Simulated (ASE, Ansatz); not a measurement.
# Twisted h-AlN/h-SiC alternating trilayer, 17.90° (186 atoms): support functions against a reference

Aim: test how closely localised support functions follow the reference on twisted h-AlN/h-SiC alternating trilayer, 17.90° (186 atoms), and at what cost. A setting counts as converged where the r.m.s. difference of forces stays under 1 % of the r.m.s. force.

Program: Ansatz 0.2.0. Level of theory: Kohn-Sham DFT, PBE+D3(BJ), PAW (set soft_2), plane waves. Results are calculated unless marked as measured.

## 1. Set-up

The cell holds 186 atoms: 62 Al, 62 N, 31 Si and 31 C. Its edges and angles: a = 17.344 Å, b = 17.344 Å, c = 20.350 Å, α = 90.0°, β = 90.0°, γ = 120.0°. It derives from AlN and SiC. h-AlN (a = 3.13 Å) under h-SiC (a = 3.1 Å), alternating trilayer, commensurate cell of 31 unit cells a layer, twist 17.90 deg, both strained to the mean lattice constant; facing planes 3.16, 3.19 Å apart; 14 Å of vacuum; layers as built, displaced by a Gaussian of 0.01 Å. Regions: layer 1, 62 atoms (31 Al and 31 N); layer 2, 62 atoms (31 Si and 31 C); layer 3, 62 atoms (31 Al and 31 N). Vacuum lies along c.

What the set-up can't give: Beside vacuum, support functions can miss their usual error bounds without a warning. Only the Γ point is sampled, in a cell whose shortest periodic width is 15 Å.

## 2. Plane-wave single point

This run is the reference for what follows, at a cutoff of 420 eV.

The input, input.yaml:

```yaml
crystal:
  lattice:
    - [17.3436, 0.0, 0.0]
    - [-8.6718, 15.02, 0.0]
    - [0.0, 0.0, 20.35]
  atoms:
    - { symbol: Al, position: [0.07513, 0.11921, 0.34372] }
    - { symbol: "N", position: [0.11914, 0.04482, 0.34386] }
    - { symbol: Al, position: [0.10726, 0.31153, 0.34397] }
    - { symbol: "N", position: [0.15054, 0.23756, 0.3434] }
    - { symbol: Al, position: [0.13929, 0.50412, 0.34316] }
    - { symbol: "N", position: [0.18388, 0.43011, 0.34347] }
    - { symbol: Al, position: [0.17285, 0.69971, 0.3441] }
    - { symbol: "N", position: [0.21547, 0.62437, 0.34398] }
    - { symbol: Al, position: [0.20412, 0.8916, 0.34387] }
    - { symbol: "N", position: [0.24701, 0.81639, 0.3434] }
    - { symbol: Al, position: [0.23524, 0.08557, 0.34462] }
    - { symbol: "N", position: [0.27933, 0.01112, 0.3438] }
    - { symbol: Al, position: [0.26893, 0.2801, 0.34548] }
    - { symbol: "N", position: [0.31184, 0.20346, 0.3446] }
    - { symbol: Al, position: [0.30208, 0.47325, 0.34371] }
    - { symbol: "N", position: [0.3448, 0.39865, 0.34386] }
    - { symbol: Al, position: [0.33372, 0.66604, 0.34406] }
    - { symbol: "N", position: [0.37578, 0.59239, 0.34368] }
    - { symbol: Al, position: [0.36556, 0.85959, 0.34418] }
    - { symbol: "N", position: [0.40945, 0.78628, 0.34408] }
    - { symbol: Al, position: [0.39751, 0.05355, 0.34439] }
    - { symbol: "N", position: [0.44201, 0.97873, 0.34413] }
    - { symbol: Al, position: [0.43013, 0.24696, 0.3434] }
    - { symbol: "N", position: [0.4737, 0.17223, 0.34447] }
    - { symbol: Al, position: [0.46064, 0.43984, 0.34368] }
    - { symbol: "N", position: [0.50427, 0.36526, 0.34355] }
    - { symbol: Al, position: [0.49401, 0.63389, 0.34368] }
    - { symbol: "N", position: [0.53625, 0.55873, 0.34432] }
    - { symbol: Al, position: [0.52741, 0.82887, 0.34382] }
    - { symbol: "N", position: [0.56949, 0.75103, 0.34403] }
    - { symbol: Al, position: [0.55922, 0.02038, 0.34461] }
    - { symbol: "N", position: [0.60089, 0.94561, 0.34374] }
    [... 148 atom lines left out ...]
    - { symbol: Al, position: [0.97916, 0.53888, 0.65617] }
    - { symbol: "N", position: [0.02178, 0.46378, 0.65533] }
    - { symbol: Al, position: [0.0113, 0.73158, 0.65609] }
    - { symbol: "N", position: [0.05339, 0.65559, 0.65568] }
    - { symbol: Al, position: [0.04255, 0.92564, 0.65664] }
    - { symbol: "N", position: [0.08659, 0.84944, 0.65515] }
kpoints:
  mp_grid: { grid: [1, 1, 1] }
hamiltonian:
  xc: pbe
  dispersion: d3bj
scf:
  occupations: { method: fixed }
output:
  forces: true
  populations: true
  dos:
    method: { smearing: { sigma: 0.08 } }
    de: 0.1
    projected:
      site_lists:
        Al: [Al]
        C: [C]
        "N": ["N"]
        Si: [Si]
        layer_1: [0, 1, 2, 3, 4, 5, 6, 7, 8, 9, 10, 11, 12, 13, 14, 15, 16, 17, 18, 19, 20, 21, 22, 23, 24, 25, 26, 27, 28, 29, 30, 31, 32, 33, 34, 35, 36, 37, 38, 39, 40, 41, 42, 43, 44, 45, 46, 47, 48, 49, 50, 51, 52, 53, 54, 55, 56, 57, 58, 59, 60, 61]
        layer_2: [62, 63, 64, 65, 66, 67, 68, 69, 70, 71, 72, 73, 74, 75, 76, 77, 78, 79, 80, 81, 82, 83, 84, 85, 86, 87, 88, 89, 90, 91, 92, 93, 94, 95, 96, 97, 98, 99, 100, 101, 102, 103, 104, 105, 106, 107, 108, 109, 110, 111, 112, 113, 114, 115, 116, 117, 118, 119, 120, 121, 122, 123]
        layer_3: [124, 125, 126, 127, 128, 129, 130, 131, 132, 133, 134, 135, 136, 137, 138, 139, 140, 141, 142, 143, 144, 145, 146, 147, 148, 149, 150, 151, 152, 153, 154, 155, 156, 157, 158, 159, 160, 161, 162, 163, 164, 165, 166, 167, 168, 169, 170, 171, 172, 173, 174, 175, 176, 177, 178, 179, 180, 181, 182, 183, 184, 185]
  eigenvalues: true
  write_density: true
  write_potential: true
  volumetric_format: npy
```

On the command line:

```
ansatz run input.yaml --threads 8 --pin off --max-ram 15872MiB --backend cpu --events-out ev --progress --plain --runs-dir out
```

Numbers of over 12 decimals in the logs are rounded to 6 here.

Output:

```text
Engine: ansatz 0.2.0, aarch64-unknown-linux-gnu
Pseudopotentials: kind: paw
Pseudopotential: Al, paw, valence charge 3, recommended cutoff 420 eV (normal), Al.paw.azcp
Pseudopotential: N, paw, valence charge 5, recommended cutoff 420 eV (normal), N.paw.azcp
Pseudopotential: Si, paw, valence charge 4, recommended cutoff 420 eV (normal), Si.paw.azcp
Pseudopotential: C, paw, valence charge 4, recommended cutoff 420 eV (normal), C.paw.azcp
Functional definition: PBE
  parameter kappa = 0.804
  parameter beta = 0.066725
  exchange = pbe_x(kappa = kappa, mu = beta*pi^2/3)
  correlation = pbe_c(beta = beta)
Crystal: 186 atoms, lattice volume = 5301.193 Å³
Basis set: ecut = 420 eV, 103563 PW (Γ), exchange–correlation on 240×240×288 points (8 copies of the dense FFT grid, shifted against one another)
Bands: 558, of which v1, the nominal top of the filled ones, is band 372 counted from 1 (371 counted from 0)
Symmetry: 1 space group operations
Space group: P1 (ITA 1), of the structure as read, at distance tolerance 1.7e-4 Å
k-points: 1
Non-local potential: Al, projectors of the file, l = 0: 2, l = 1: 2, l = 2: 1
Non-local potential: N, projectors of the file, l = 0: 2, l = 1: 2, l = 2: 1
Non-local potential: Si, projectors of the file, l = 0: 2, l = 1: 2, l = 2: 2
Non-local potential: C, projectors of the file, l = 0: 2, l = 1: 2, l = 2: 1
PAW form: soft (Blöchl's): semilocal exchange-correlation on the pseudo side does not see the compensation charge
PAW one-centre angular grid: Al, 110 points (default); XC on 64 Gauss nodes
PAW one-centre angular grid: N, 110 points (default); XC on 64 Gauss nodes
PAW one-centre angular grid: Si, 110 points (default); XC on 64 Gauss nodes
PAW one-centre angular grid: C, 110 points (default); XC on 64 Gauss nodes
Initial density: superposition of atomic densities (neutral atoms: chi_scale 0, normalization atom), corrected by the library's trained network
Initial wavefunctions: pseudopotential atomic-orbital guess
Functional: x = pbe(κ = 0.804, μ = 0.219515), c = pbe(β = 0.066725)
SCF iter   1: F=—  HF=-84740.740512 eV  |F-HF|=—  |Δ(HF+E_count)|=         —  Δρ=2.15e-3  dr2=7.51e-1  ethr=1.77e-3  ⟨swp⟩=5.0  Hψ=2213  notcnv=0  defer=183
preconditioner: auto → Resta (q_TF=auto, 1.967 Å⁻¹)  ε∞=2.7  [insulator: Δε(μ)=1.764 eV  Ē_g=10.739 eV  n_scr=708 (ndim 8)  ℏωp=13.9 eV  f_vac=0.487  ε∞_Penn≈2.7  vacuum switching on, ρ_ref=8.4e-3 e/Å³]
SCF iter   2: F=—  HF=-84740.687040 eV  |F-HF|=—  |Δ(HF+E_count)|=   5.35e-2  Δρ=1.22e-3  dr2=8.93e-2  ethr=1.01e-4  ⟨swp⟩=2.0  Hψ=838  notcnv=0  defer=184
SCF iter   3: F=—  HF=-84740.703318 eV  |F-HF|=—  |Δ(HF+E_count)|=   1.63e-2  Δρ=5.74e-4  dr2=2.26e-2  ethr=1.20e-5  ⟨swp⟩=2.0  Hψ=722  notcnv=0  defer=184
SCF iter   4: F=—  HF=-84740.706420 eV  |F-HF|=—  |Δ(HF+E_count)|=   3.10e-3  Δρ=2.06e-4  dr2=2.79e-3  ethr=3.04e-6  ⟨swp⟩=2.0  Hψ=751  notcnv=0  defer=184
SCF iter   5: F=—  HF=-84740.706769 eV  |F-HF|=—  |Δ(HF+E_count)|=   3.49e-4  Δρ=5.27e-5  dr2=1.41e-4  ethr=3.75e-7  ⟨swp⟩=2.0  Hψ=720  notcnv=0  defer=181
SCF iter   6: F=—  HF=-84740.706871 eV  |F-HF|=—  |Δ(HF+E_count)|=   1.02e-4  Δρ=2.95e-5  dr2=5.82e-5  ethr=1.89e-8  ⟨swp⟩=3.0  Hψ=750  notcnv=0  defer=181
SCF iter   7: F=—  HF=-84740.708237 eV  |F-HF|=—  |Δ(HF+E_count)|=   1.37e-3  Δρ=7.23e-6  dr2=2.53e-6  ethr=7.83e-9  ⟨swp⟩=2.0  Hψ=749  notcnv=0  defer=181
SCF iter   8: F=—  HF=-84740.708238 eV  |F-HF|=—  |Δ(HF+E_count)|=   1.13e-6  Δρ=2.77e-6  dr2=3.75e-7  ethr=3.40e-10  ⟨swp⟩=2.0  Hψ=749  notcnv=0  defer=181
SCF iter   9: F=-84740.708238 eV  HF=-84740.708238 eV  |F-HF|=4.54e-8  |Δ(HF+E_count)|=   1.72e-7  Δρ=1.21e-6  dr2=8.87e-8  ethr=1.34e-11  ⟨swp⟩=36.0  Hψ=7164  notcnv=0
SCF 1 converged in 9 iterations: F = -84740.708238 eV  dr2 = 8.87e-8
  greatest PAW one-centre occupation: 0.793 electrons in one spin orbital (limit 2), on the N atom at site 57 (counted from 0), in its partial waves of l = 0
WARN: The output density's exchange-correlation potential varies sharply where the density is thin. Do not read a vacuum level from v_tot or v_xc, or from such a field of the output density. On a cell that repeats whose density bears no net charge and no dipole along the vacuum's axis use v_es (v_loc + v_h of the components); [...]
SCF converged after 9 iterations
Free energy (F): -84740.708238 eV
Harris-Foulkes:  -84740.708238 eV  (|F-HF|=4.54e-8)
Internal energy: -84740.708238 eV  (E = F + TS)
E sigma→0 (E₀):  -84740.708238 eV
Fermi energy:    0.035295 eV
--- Per-component energies (eV) ---
  E_band       = -4115.328094
  E_kinetic    = 13782.451890
  E_local      = -220967.559094  (includes V_loc(G=0)·N_el)
  E_nonlocal   = 5107.594348
  E_hartree    = 104783.663255
  E_xc         = -9436.319451
  E_vxc        = -9876.598492  (∫ρ·V_xc dr)
  E_paw        = -55876.948738  (= ΣΔE_a)
  E_vpaw       = -1728.564453  (= ΣTr[D̂ρ^β])
  E_aug_tail   = 0.006318  (compensation charges beyond the density's cutoff)
  E_ewald      = 77900.082448
  E_disp       = -33.679214  (pairwise vdW)
  E_smearing   = -0.000000  (= −TS)
  E_closure    = 0.000000  (closes the sum)
  Σ components = -84740.708238   (vs F -84740.708238, Δ=0.00e0)
--- Forces (eV/Å), atoms counted from 1 ---
  atom   1  Al     0.14995142    -0.01277662    -0.01476234
  atom   2  N     -0.37829588    -0.87928632    -0.34325480
  atom   3  Al    -0.18619346     0.19471921     0.07939217
  atom   4  N      0.41239373    -0.14179583    -0.18522511
  atom   5  Al     0.24808430     0.66899025     0.07443664
  atom   6  N     -0.47124249    -0.06733346    -0.13841085
  atom   7  Al    -0.31965950    -0.56829510     0.08883285
  atom   8  N     -0.08945713    -0.38863820    -0.33615461
  atom   9  Al    -0.02973309     0.39531275     0.08144759
  atom  10  N      0.26747381     0.70515766    -0.12070347
  atom  11  Al     0.58810544     0.30676096     0.03505166
  atom  12  N      0.06760564    -0.51246039    -0.01126925
  atom  13  Al     0.26744963    -0.26710767     0.19656578
  atom  14  N     -0.33837650     0.28448278    -0.19543074
[...]
atom 185  Al     0.68486846    -0.34737068    -0.08987889
  atom 186  N     -0.42249269     0.19918731     0.29263855
  max |Σ_I F_I| component: 3.55e-5 eV/Å
--- Band table (eV) ---
  k-point 0: bands = ["-14.4491", "-14.3218", "-14.1045", "-14.0874", [... 542 levels ...], "6.9131", "6.9175", "6.9195", "6.9227", "6.9235", "6.9291", "6.9311", "6.9356", "6.9417", "6.9475", "6.9582", "6.9604"]
--- Löwdin populations: 186 sites ---
  site symbol       q [e]
     0     Al      1.8587
     1      N      6.0826
     2     Al      1.8528
[...]
185      N      6.0777
  spilling = 0.010223 (of n_electrons = 744.000000)
```

It took 71 s on 8 threads of Arm Neoverse V2, shared host; peak memory 7.4 GiB.

The column dr2 measures how far the density is from self-consistency, as an energy; F and HF (Harris–Foulkes) agree once it is small.

The program notes that the exchange-correlation potential is rough where the density is thin.

Read from the output:

- free energy: -84740.7082 eV
- free energy per atom: -455.5952 eV/atom
- SCF cycles: 9
- r.m.s. force component: 0.3356 eV/Å
- longest force: 1.237 eV/Å
- Fermi energy: 0.03529 eV
- gap (highest filled to lowest empty level): 1.684 eV
- potential in mid-vacuum, over the Fermi level: 4.79 eV
- potential 4.5 Å over the upper face: 4.785 eV
- potential 4.5 Å under the lower face: 4.795 eV
- spilling of the projection: 0.01022

Length of the force by element:

| element | coordination | atoms | mean length of the force (eV/Å) | spread | least | most |
| --- | --- | --- | --- | --- | --- | --- |
| Al | all | 62 | 0.506 | 0.247 | 0.0531 | 1.24 |
| C | all | 31 | 0.526 | 0.276 | 0.155 | 1.13 |
| N | all | 62 | 0.589 | 0.211 | 0.188 | 1.09 |
| Si | all | 31 | 0.436 | 0.255 | 0.066 | 1.10 |

Löwdin charges by element (they lack the spilled electrons, 0.041 e an atom on average):

| element | coordination | atoms | mean charge (e) | spread | least | most |
| --- | --- | --- | --- | --- | --- | --- |
| Al | all | 62 | 1.14 | 0.0054 | 1.13 | 1.16 |
| C | all | 31 | -0.957 | 0.0169 | -0.981 | -0.920 |
| N | all | 62 | -1.08 | 0.0052 | -1.10 | -1.07 |
| Si | all | 31 | 1.08 | 0.0174 | 1.04 | 1.10 |

By region:

| region | atoms | mean length of the force (eV/Å) |
| --- | --- | --- |
| layer 1 | 62 | 0.554 |
| layer 2 | 62 | 0.481 |
| layer 3 | 62 | 0.542 |

States in the cell by windows of 1 eV, zero at the Fermi level; the larger projections on atomic orbitals stand beside the total:

| from (eV) | to (eV) | total | N p | layer 2 | layer 3 | layer 1 | Al p | C p |
| --- | --- | --- | --- | --- | --- | --- | --- | --- |
| -14 | -13 | 72.2 | 0.4 | 12.5 | 29.8 | 29.5 | 14.0 | 0.5 |
| -13 | -12 | 63.4 | 0.1 | 15.9 | 23.6 | 23.5 | 12.3 | 1.1 |
| -12 | -11 | 16.7 | 0.0 | 16.2 | 0.2 | 0.2 | 0.1 | 0.7 |
| -11 | -10 | 14.6 | 0.0 | 14.4 | 0.1 | 0.1 | 0.0 | 0.5 |
| -10 | -9 | 0.0 | 0.0 | 0.0 | 0.0 | 0.0 | 0.0 | 0.0 |
| -9 | -8 | 8.7 | 0.0 | 8.5 | 0.1 | 0.1 | 0.1 | 4.5 |
| -8 | -7 | 15.3 | 0.1 | 15.0 | 0.1 | 0.1 | 0.1 | 7.5 |
| -7 | -6 | 12.0 | 0.1 | 11.7 | 0.1 | 0.1 | 0.1 | 6.0 |
| -6 | -5 | 48.1 | 16.6 | 23.3 | 12.3 | 12.3 | 2.8 | 12.7 |
| -5 | -4 | 85.6 | 48.9 | 12.9 | 36.1 | 36.1 | 8.9 | 6.2 |
| -4 | -3 | 84.5 | 22.4 | 52.4 | 15.6 | 15.9 | 6.5 | 33.5 |
| -3 | -2 | 126.1 | 82.5 | 20.6 | 52.4 | 51.9 | 16.4 | 14.4 |
| -2 | -1 | 106.4 | 71.2 | 20.5 | 42.0 | 42.1 | 12.5 | 15.0 |
| -1 | 0 | 68.4 | 45.5 | 17.3 | 24.6 | 24.6 | 3.6 | 14.1 |
| 0 | 1 | 3.0 | 1.6 | 1.3 | 0.8 | 0.9 | 0.0 | 1.1 |
| 1 | 2 | 10.2 | 0.7 | 7.5 | 1.0 | 1.1 | 1.3 | 1.6 |
| 2 | 3 | 16.1 | 1.1 | 11.2 | 1.9 | 1.9 | 1.0 | 1.7 |
| 3 | 4 | 58.8 | 3.6 | 28.1 | 10.6 | 10.5 | 8.8 | 7.2 |
| 4 | 5 | 66.0 | 5.8 | 18.2 | 17.8 | 16.9 | 22.8 | 5.6 |

The curve was stored every 0.100 eV, coarse against its broadening of 0.08 eV, so these counts are rough.

With fixed occupations the program's Fermi level is the highest filled level; weight inside the gap is the broadening of levels at its edges.

Between -15 and -14 eV lie 19 more states.

The levels nearest the highest filled one (over half full), pooled over k-points and spins:

| level less the highest filled one (eV) | occupation |
| --- | --- |
| -0.223 | 2 |
| -0.140 | 2 |
| -0.137 | 2 |
| -0.064 | 2 |
| -0.0467 | 2 |
| 0 | 2 |
| 1.68 | 0 |
| 1.76 | 0 |
| 1.80 | 0 |
| 1.86 | 0 |
| 1.89 | 0 |
| 2.01 | 0 |

Planar average of the electrostatic potential energy along the normal, with the Fermi level as zero, after a running mean with a triangular window 4 Å wide at its base:

| height (Å) | potential energy (eV) |
| --- | --- |
| 0.0 | 4.79 |
| 0.6 | 4.79 |
| 1.1 | 4.79 |
| 1.7 | 4.79 |
| 2.3 | 4.79 |
| 2.8 | 4.79 |
| 3.5 | 4.77 |
| 4.1 | 4.65 |
| 4.7 | 4.10 |
| 5.2 | 2.56 |
| 5.8 | 0.18 |
| 6.4 | -2.24 |
| 6.9 | -3.62 |
| 7.5 | -3.08 |
| 8.1 | -2.03 |
| 8.6 | -2.37 |
| 9.2 | -4.12 |
| 9.8 | -6.49 |
| 10.5 | -6.82 |
| 11.0 | -4.52 |
| 11.6 | -2.49 |
| 12.2 | -1.82 |
| 12.7 | -2.72 |
| 13.3 | -3.65 |
| 13.8 | -2.74 |
| 14.4 | -0.47 |
| 15.0 | 2.00 |
| 15.5 | 3.80 |
| 16.1 | 4.56 |
| 16.7 | 4.74 |
| 17.4 | 4.78 |
| 17.9 | 4.78 |
| 18.5 | 4.79 |
| 19.1 | 4.79 |
| 19.6 | 4.79 |
| 20.2 | 4.79 |

Electrostatic potential energy in the ca plane at fractional y = 0.010, with atoms of N and Al and Si and C within 0.2 Å of it. With pseudopotentials it is smooth inside the atoms' cores, unlike the true potential.

Values in eV, 13 rows by 16 columns, each cell a mean:
```
  5   5   5   4   0  -1   4   1  -3   4   2  -2   3   5   5   5
  5   5   5   4  -2  -3   3  -1  -7   4   0  -6   2   5   5   5
  5   5   5   4   0  -1   3   0  -2   3   2  -2   3   5   5   5
  5   5   5   2 -11 -12   1  -8 -17   3  -8 -13  -2   4   5   5
  5   5   5   4   1   0   3  -7 -14   2   2  -1   4   5   5   5
  5   5   5   2 -10 -10   1  -5 -12   3  -7 -11  -3   4   5   5
  5   5   5   4  -7  -9   3 -10 -16   1  -2 -12   2   5   5   5
  5   5   5   4  -6  -9   3  -9 -14   1  -1 -13   2   5   5   5
  5   5   5   4  -6  -8   3  -3  -6   3  -2 -11   2   5   5   5
  5   5   5   5  -9 -12   3 -13 -20   1  -3 -17   4   5   5   5
  5   5   5   4   1   1   4   2   1   3   2   0   4   5   5   5
  5   5   5   5  -3  -6   4  -3  -8   3   1 -11   4   5   5   5
  5   5   5   5   3   3   4   2   0   4   3   2   4   5   5   5
```
Columns run along c (16.0 Å, from fractional 0.11 to 0.89 of the cell; values clipped at the 3rd and 97th percentile), rows up along a (17.3 Å). Atoms in or near the plane, at fractional coordinates: N at (0.34, 0.28), Al at (0.34, 0.56), Si at (0.50, 0.46), C at (0.50, 0.73), N at (0.66, 0.28), Al at (0.66, 0.56).

Valence density in the ca plane at fractional y = 0.010, with atoms of N and Al and Si and C within 0.2 Å of it. It is the smooth field of the valence electrons, not physical close to the nuclei.

Ten steps, logarithmic in the rise over the least value, from '0' (0.0 e/Å³) to '9' (3.1 e/Å³), each cell a mean:
```
00000000000000123443211234443211233433210000
00000000000000234565422356776432345654310000
00000000000000134554322356776432245554210000
00000000000000122333211234554321123332110000
00000000000000122333211234544321123332110000
00000000000000123333322357776432233333210000
00000000000000123333322357887532233233210000
00000000000000123444322346776422234443210000
00000000000000134555322345555322245554210000
00000000000000134554322356776432345554210000
00000000000000123222322357886432232223210000
00000000000000234555432356776432345554310000
00000000000001246887532345555432367886320000
00000000000001246887532345555432357875320000
00000000000000134554322245665322244544210000
00000000000000134554322235554322245554210000
00000000000001247998532345554322468986420000
00000000000001257998642345444432479997421000
00000000000000135665422234444322346664210000
00000000000000123343211123332211233433210000
00000000000001235676422234554322346765310000
00000000000001246887532346765422468986421000
00000000000000134665422235554322345664310000
00000000000000112232211122332211122322100000
```
Columns run along c (16.0 Å, from fractional 0.03 to 0.81 of the cell), rows up along a (17.3 Å). Atoms in or near the plane, at fractional coordinates: N at (0.34, 0.28), Al at (0.34, 0.56), Si at (0.50, 0.46), C at (0.50, 0.73), N at (0.66, 0.28), Al at (0.66, 0.56).

Mean Löwdin charges: Al +1.14, C -0.96, N -1.08, Si +1.08 e (they miss 1.0 % of the electrons, so they add up to more than the cell's charge). The potential stands 4.78 eV above the highest filled level over the upper face and 4.79 eV under the lower one, a reading of the ionisation potential at this level on the run's k-points.

(Part 1 of 2 ends here.)

[Logs are printed without paths, hosts, clocks, repeated set-up lines and the standing remarks that a program may print on its own settings, such as how far it seeks lower states.]

[Hosts, paths, dates, database ids (printed as entryN), source tags and the programs' standing remarks are cut or masked in the printed files.]
